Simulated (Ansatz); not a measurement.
**Ni3GeC (Pm-3m): following an unstable mode**

Which phase does Ni3GeC (Pm-3m) fall into along its unstable mode, and how much energy does it gain?

Program: Ansatz 0.2.0. Level of theory: DFT PBEsol, scalar-relativistic, plane waves, PAW; PAW set soft_1. Values are calculated unless marked as measured.

Report form: inputs, costs, results and the conclusion, without the logs.

### 1. Set-up

Symmetry: Pm-3m, No. 221, cubic system. The conventional cell has a = 3.762 Å, b = 3.762 Å, c = 3.762 Å, α = 90.00°, β = 90.00°, γ = 90.00°. Ni has 2 C at 1.88 Å and 4 Ge at 2.66 Å and 8 Ni at 2.66 Å nearest. Nearest to Ge lie 12 Ni at 2.66 Å. C has 6 Ni at 1.88 Å nearest. Farther neighbours, and contacts between anions beyond the nearest, are not listed.

### 2. Phonons on a q mesh

Stability and thermal properties need the whole zone. Linear response on a 2×2×2 q mesh gives force constants as far as a supercell of that size would.

File input.yaml:

```yaml
crystal:
  lattice:
    - [3.761644871, 0.0, 0.0]
    - [0.0, 3.761644871, 0.0]
    - [0.0, 0.0, 3.761644871]
  atoms:
    - { symbol: Ni, position: [0.0, 0.5, 0.5] }
    - { symbol: Ni, position: [0.5, 0.5, 0.0] }
    - { symbol: Ni, position: [0.5, 0.0, 0.5] }
    - { symbol: Ge, position: [0.0, 0.0, 0.0] }
    - { symbol: C, position: [0.5, 0.5, 0.5] }
kpoints:
  mp_grid: { grid: [12, 12, 12] }
hamiltonian:
  xc: pbesol
  pseudopotentials: { kind: paw, azcp: { folder: soft_1 }, xc_functional: pbe }
scf:
  occupations: { method: methfessel_paxton, width: 0.2 }
output:
  eigenvalues: true
phonons:
  method: dfpt
  qmesh: [2, 2, 2]
  temperatures: { t_max: 1000, t_step: 50 }
  qpath:
    path:
      - [[0.0, 0.0, 0.0], [0.0, 0.5, 0.0], [0.5, 0.5, 0.0], [0.0, 0.0, 0.0], [0.5, 0.5, 0.5], [0.0, 0.5, 0.0]]
      - [[0.5, 0.5, 0.5], [0.5, 0.5, 0.0]]
    npoints: 10
```

Launch:

```bash
$ ansatz run input.yaml --threads 4 --pin off --max-ram 10240MiB --backend cpu --events-out ev --progress --plain --runs-dir out
```

Run time: 11 min. Hardware: 4 threads of Arm Neoverse V2, shared host; peak memory 2.3 GiB; 42 min of CPU time.

This run has no spin polarisation, although Ni can carry a moment.

This step gave:

| Item | Value |
| --- | --- |
| volume per atom | 10.65 Å³ |
| gap on the k-mesh | 0 eV |
| sum-rule residual before enforcement | 4.50e-5 eV/Å² |
| lowest frequency on the path | -129.7 cm⁻¹ |
| point group | m-3m |
| highest frequency on path, mesh or solved points | 722.6 cm⁻¹ |
| highest optical mode at the zone centre (no LO-TO term) | 601.1 cm⁻¹ |
| lowest optical zone-centre mode | -92.66 cm⁻¹ |
| lowest mode on the q mesh (acoustic modes at Γ apart) | -129.7 cm⁻¹ |

Frequencies (cm⁻¹) solved at each irreducible wavevector; negative means imaginary. Frequencies by wavevector, by row:

```csv
q in reciprocal lattice units,star,mode 1,mode 2,mode 3,mode 4,mode 13,mode 14,mode 15
0 0 0,1,-92.7,-92.7,-92.7,0,601.1,601.1,601.1
0 0 -0.5,3,-129.7,-76,-66.6,-66.6,608.5,608.5,698.6
0 -0.5 -0.5,3,-114.9,-106.6,-106.6,-98.9,620.7,722.6,722.6
-0.5 -0.5 -0.5,1,-70.2,-70.2,-70.2,48.1,720.7,720.7,720.7
```

Interpolated from a 2×2×2 q mesh, rough between the solved points. Phonon branches along the path, in cm⁻¹:

```csv
point,branch 1,branch 2,branch 3,branch 4,branch 12,branch 13,branch 14,branch 15
Γ,-93,-93,-93,0,124,601,601,601
halfway,-87,-87,-85,-78,220,605,605,647
X,-130,-76,-67,-67,274,608,608,699
halfway,-120,-90,-89,-86,279,615,663,711
M,-115,-107,-107,-99,296,621,723,723
halfway,-93,-92,-83,-82,241,610,655,655
Γ,-93,-93,-93,0,124,601,601,601
halfway,-94,-92,-92,-70,265,660,660,662
R,-70,-70,-70,48,358,721,721,721
halfway,-108,-93,-93,-68,299,665,667,716
X,-130,-76,-67,-67,274,608,608,699
jump to R,-70,-70,-70,48,358,721,721,721
halfway,-95,-93,-93,-55,325,669,722,722
M,-115,-107,-107,-99,296,621,723,723
```

Symmetry leaves 4 wavevectors to solve. The lowest mode among them, the acoustic zeros apart, lies at q = (0, 0, -0.5) and is imaginary, 129.7i cm⁻¹, so the energy falls along it.

### 3. The mode frozen in, largest atomic shift 0 Å

The mode followed lies at q = (0, -0.5, -0.5) with frequency 114.9i cm⁻¹, one of the unstable modes though not the softest. At small amplitude the pattern taken leaves space group no. 127 by a symmetry search on the positions. The undistorted cell that holds it gives the zero of energy on the same k mesh.

System of this step: Ni3GeC. The structure is cubic, space group Pm-3m (No. 221). The conventional cell has a = 3.762 Å, b = 3.762 Å, c = 3.762 Å, α = 90.00°, β = 90.00°, γ = 90.00°. Ni has 2 C at 1.88 Å and 8 Ni at 2.66 Å and 4 Ge at 2.66 Å nearest. Ge has 12 Ni at 2.66 Å nearest. C has 6 Ni at 1.88 Å nearest. Farther neighbours, and contacts between anions beyond the nearest, are not listed.

File input.yaml:

```yaml
crystal:
  lattice:
    - [-3.761644871, 0.0, 0.0]
    - [0.0, -3.761644871, -3.761644871]
    - [0.0, -3.761644871, 3.761644871]
  atoms:
    - { symbol: Ni, position: [1.0, 1.0, 0.5] }
    - { symbol: Ni, position: [1.0, 0.5, 0.0] }
    - { symbol: Ni, position: [0.5, 0.25, 0.25] }
    - { symbol: Ni, position: [0.5, 0.75, 0.75] }
    - { symbol: Ni, position: [0.5, 0.25, 0.75] }
    - { symbol: Ni, position: [0.5, 0.75, 0.25] }
    - { symbol: Ge, position: [0.0, 0.5, 0.5] }
    - { symbol: Ge, position: [0.0, 0.0, 0.0] }
    - { symbol: C, position: [0.5, 1.0, 0.5] }
    - { symbol: C, position: [0.5, 0.5, 0.0] }
kpoints:
  mp_grid: { grid: [10, 8, 8] }
hamiltonian:
  xc: pbesol
  pseudopotentials: { kind: paw, azcp: { folder: soft_1 }, xc_functional: pbe }
scf:
  occupations: { method: methfessel_paxton, width: 0.2 }
output:
  forces: true
  stress: true
  eigenvalues: true
```

It took 15 s on 4 threads; peak memory 0.93 GiB.

Numbers from this step:

- pressure: -0.02408 GPa
- energy from the undistorted cell: 0 meV/atom

The run ends at a pressure of -0.02 GPa.

### 4. The mode frozen in, largest atomic shift 0.45 Å

The atoms are moved along the unstable eigenvector, the largest shift by 0.45 Å, with the cell fixed.

input.yaml, the sections that differ from step 3:

```yaml
crystal:
  lattice:
    - [-3.761644871, 0.0, 0.0]
    - [0.0, -3.761644871, -3.761644871]
    - [0.0, -3.761644871, 3.761644871]
  atoms:
    - { symbol: Ni, position: [1.0, 1.0, 0.5] }
    - { symbol: Ni, position: [1.0, 0.5, 0.0] }
    - { symbol: Ni, position: [0.5, 0.1901857412, 0.1901857412] }
    - { symbol: Ni, position: [0.5, 0.8098142588, 0.8098142588] }
    - { symbol: Ni, position: [0.5, 0.3098142588, 0.6901857412] }
    - { symbol: Ni, position: [0.5, 0.6901857412, 0.3098142588] }
    - { symbol: Ge, position: [0.0, 0.5, 0.5] }
    - { symbol: Ge, position: [0.0, 0.0, 0.0] }
    - { symbol: C, position: [0.5, 1.0, 0.5] }
    - { symbol: C, position: [0.5, 0.5, 0.0] }
# kpoints, hamiltonian, scf, output: as in step 3
```

Run time: 16 s. Hardware: 4 threads; peak memory 0.94 GiB.

Numbers from this step:

```
pressure                         : -1.433 GPa
energy from the undistorted cell : -39.61 meV/atom
```

The energy, extrapolated to zero smearing, is -39.61 meV/atom against the undistorted cell.

The run ends at a pressure of -1.43 GPa, with forces up to 0.25 eV/Å.

### 5. Energy along the mode, all amplitudes (two of the runs are shown above)

An imaginary frequency means negative curvature, so the energy should fall and then rise again as anharmonic terms take over.

This step gave:

```yaml
depth_at_the_lowest_point_sampled: 39.61 meV/atom
largest_atomic_shift_at_that_point: 0.45 Å
```

Energy from the parent against largest atomic shift:

```
largest atomic shift (Å)  energy from the parent (meV/atom)
                   0.000                                  0
                   0.040                             -0.925
                   0.080                              -3.65
                   0.140                              -10.7
                   0.220                              -23.5
                   0.320                              -37.8
                   0.450                              -39.6
                   0.600                               6.03
```

Displacement at unit largest shift by atom:

| atom | x (Å) | y (Å) | z (Å) | size |
| --- | --- | --- | --- | --- |
| Ni1 | 0.00 | 0.00 | 0.00 | 0.00 |
| Ni2 | 0.00 | 0.00 | 0.00 | 0.00 |
| Ni3 | 0.00 | 1.00 | 0.00 | 1.00 |
| Ni4 | 0.00 | -1.00 | 0.00 | 1.00 |
| Ni5 | 0.00 | 0.00 | -1.00 | 1.00 |
| Ni6 | 0.00 | 0.00 | 1.00 | 1.00 |
| Ge7 | 0.00 | 0.00 | 0.00 | 0.00 |
| Ge8 | 0.00 | 0.00 | 0.00 | 0.00 |
| C9 | 0.00 | 0.00 | 0.00 | 0.00 |
| C10 | 0.00 | 0.00 | 0.00 | 0.00 |

The lowest step is at 0.45 Å, 39.6 meV/atom below the parent, and the energy rises beyond it.

### 6. Relaxation from the frozen mode

Starting from the lowest point found, all atoms and the cell are let go, so that strain and other modes of the same symmetry can join in.

input.yaml, as its differences from that of step 4:

```diff
@@ -27 +27,6 @@
   eigenvalues: true
+relax:
+  adjacent_minimum: "off"
+  f_tol: 0.002
+  max_steps: 120
+  cell: { stress_tol: 0.03 }
```

The job ended after 1.7 min (4 threads; peak memory 0.98 GiB).

The steps of the relaxation:

| step | energy less that of the first step (eV) | largest force component (eV/Å) | pressure (GPa) | volume (Å³) |
| --- | --- | --- | --- | --- |
| 1 | 0.0000 | 0.2461 | -1.43 | 106.45 |
| 2 | -0.0282 | 0.1851 | -0.64 | 105.94 |
| 3 | -0.0613 | 0.0008 | -0.17 | 105.49 |
| 4 | -0.0616 | 0.0035 | 0.10 | 105.37 |
| 5 | -0.0615 | 0.0023 | -0.01 | 105.43 |
| 6 | -0.0616 | 0.0001 | 0.00 | 105.42 |
| 7* | -0.0609 | 0.0001 | 0.00 | 105.42 |

Relaxation steps marked * repeat the geometry before them on a plane-wave basis chosen anew for their cell, so energy and pressure can jump there.

The run keeps the 16 symmetry operations that the program found, so distortions that break them were not tested.

```csv
cell as run,before,after,change
a (Å),3.762,3.820,+1.5 %
b (Å),5.320,5.253,-1.2 %
c (Å),5.320,5.253,-1.2 %
volume (Å³/atom),10.65,10.54,-1.0 %
```

The atoms that moved most (Å, as changes of fractional coordinates times the final cell):

```csv
atom,dx,dy,dz,length
Ni4,0.000,0.028,0.000,0.028
Ni3,0.000,-0.028,0.000,0.028
Ni6,0.000,0.000,-0.028,0.028
Ni5,0.000,0.000,0.028,0.028
```

This step gave:

```yaml
pressure: -1.97e-4 GPa
volume_per_atom: 10.54 Å³
```

The distorted start has space group P4/mbm; the relaxation ends in P4/mbm.

### 7. The new phase in its own primitive cell

The relaxed structure is symmetrised, reduced to its primitive cell and relaxed tightly, as its phonons need.

input.yaml, the sections that differ from step 6:

```yaml
crystal:
  lattice:
    - [5.2534496972, 0.0, 0.0]
    - [0.0, 5.2534496972, 0.0]
    - [0.0, 0.0, 3.8196615443]
  atoms:
    - { symbol: Ni, position: [0.0, 0.0, 0.0] }
    - { symbol: Ni, position: [0.5, 0.5, 0.0] }
    - { symbol: Ni, position: [0.1939941838, 0.6939941838, 0.5] }
    - { symbol: Ni, position: [0.8060058162, 0.3060058162, 0.5] }
    - { symbol: Ni, position: [0.3060058162, 0.1939941838, 0.5] }
    - { symbol: Ni, position: [0.6939941838, 0.8060058162, 0.5] }
    - { symbol: Ge, position: [0.5, 0.0, 0.0] }
    - { symbol: Ge, position: [0.0, 0.5, 0.0] }
    - { symbol: C, position: [0.0, 0.0, 0.5] }
    - { symbol: C, position: [0.5, 0.5, 0.5] }
kpoints:
  mp_grid: { grid: [8, 8, 10] }
relax:
  adjacent_minimum: "off"
  f_tol: 0.001
  max_steps: 60
  cell: { stress_tol: 0.01 }
# hamiltonian, scf, output: as in step 6
```

The job ended after 53 s (4 threads; peak memory 0.97 GiB; 3.5 min of CPU time).

Little changed from the start: no atom moved by 0.005 Å and no cell edge by 0.1 %.

This step gave:

* pressure: -0.002455 GPa

The largest force component left is 0.081 meV/Å and the pressure is -0.002 GPa, within the tolerances set. The cell now holds 10.54 Å³/atom.

### 8. Modes of the new phase, k-mesh 8×8×10

A relaxed structure may still be a saddle point, so its zone-centre modes are computed. No field response is asked, since the mesh shows no gap.

input.yaml, the sections that differ from step 7:

```yaml
crystal:
  lattice:
    - [5.2530686668, 0.0, 0.0]
    - [0.0, 5.2530686668, 0.0]
    - [0.0, 0.0, 3.8202020938]
  atoms:
    - { symbol: Ni, position: [0.0, 0.0, 0.0] }
    - { symbol: Ni, position: [0.5, 0.5, 0.0] }
    - { symbol: Ni, position: [0.1939691952, 0.6939691952, 0.5] }
    - { symbol: Ni, position: [0.8060308048, 0.3060308048, 0.5] }
    - { symbol: Ni, position: [0.3060308048, 0.1939691952, 0.5] }
    - { symbol: Ni, position: [0.6939691952, 0.8060308048, 0.5] }
    - { symbol: Ge, position: [0.5, 0.0, 0.0] }
    - { symbol: Ge, position: [0.0, 0.5, 0.0] }
    - { symbol: C, position: [0.0, 0.0, 0.5] }
    - { symbol: C, position: [0.5, 0.5, 0.5] }
output:
  eigenvalues: true
phonons:
  method: dfpt
# kpoints, hamiltonian, scf: as in step 7
# relax: removed
```

The job ended after 11 min (4 threads; peak memory 5.6 GiB).

The run was cut off at the time limit after its SCF cycle had converged; no result of it is taken.

The program's message: “Warning:”

### 9. The phases reached

The phases reached along the modes that were followed are set side by side.

Energies are those of the first relaxation, on the mesh of the frozen mode; space group, volume and gap are those of the last relaxation. Phases, by row:

```
                mode frozen in  space group  energy from parent (meV/atom)  volume (Å³/atom)  gap on mesh (eV)  lowest zone-centre optical mode (cm⁻¹)  largest shift (Å)
                        parent        Pm-3m                              0             10.64                 0                                       –                  –
   q = (0, 0, -0.5), 130i cm⁻¹       P4/mmm                          -8.99              10.7                 0                                  -118.5              0.184
q = (0, -0.5, -0.5), 115i cm⁻¹       P4/mbm                         -45.69             10.54                 0                                       –              0.416
```

### 10. Results

```json
{"unstable mode of the parent": "q = (0, -0.5, -0.5), 115i cm⁻¹", "depth at the lowest point sampled": "39.6 meV/atom", "largest atomic shift at that point": "0.45 Å", "space group reached": "P4/mbm", "energy gained over the parent (first relaxation, on the mesh of the frozen mode)": "45.7 meV/atom", "volume per atom, phase reached": "10.5 Å³"}
```

**Reading.** Along this mode the structure falls into P4/mbm, 45.7 meV/atom below the parent. At the parent's cell the well is 39.61 meV/atom deep on the steps tried, with its lowest point at a shift of 0.45 Å. Relaxing atoms and cell changes the gain by +6.09 meV/atom against the lowest step (energies at zero smearing). The modes of the phase reached were not computed. Of the 2 patterns followed from this parent, this one reaches the lowest energy. Each path keeps the symmetry of its pattern, so a lower phase may lie along a pattern not tried. The q mesh stands for a supercell only 7.5 Å across, so branches between the solved wavevectors are rough. With no gap, or one that is small against the smearing, the frequencies hang on the k mesh and the smearing, most of all near Kohn anomalies. The phonon runs are without spin polarisation, although Ni often carries a moment. The PAW files were made for PBE and serve the other functionals too. A phonon run warned that its eigensolver left some bands unconverged in a pass.

[Long decimals in the printed logs are rounded to 6 places.]

[Logs are printed without paths, hosts, clocks, repeated set-up lines and the standing remarks that a program may print on its own settings, such as how far it seeks lower states.]

[Hosts, paths, dates, database ids (printed as entryN), source tags and the programs' standing remarks are cut or masked in the printed files.]

[Where the starting crystal was built by hand or by swapping elements, it need not be the compound's stable phase.]
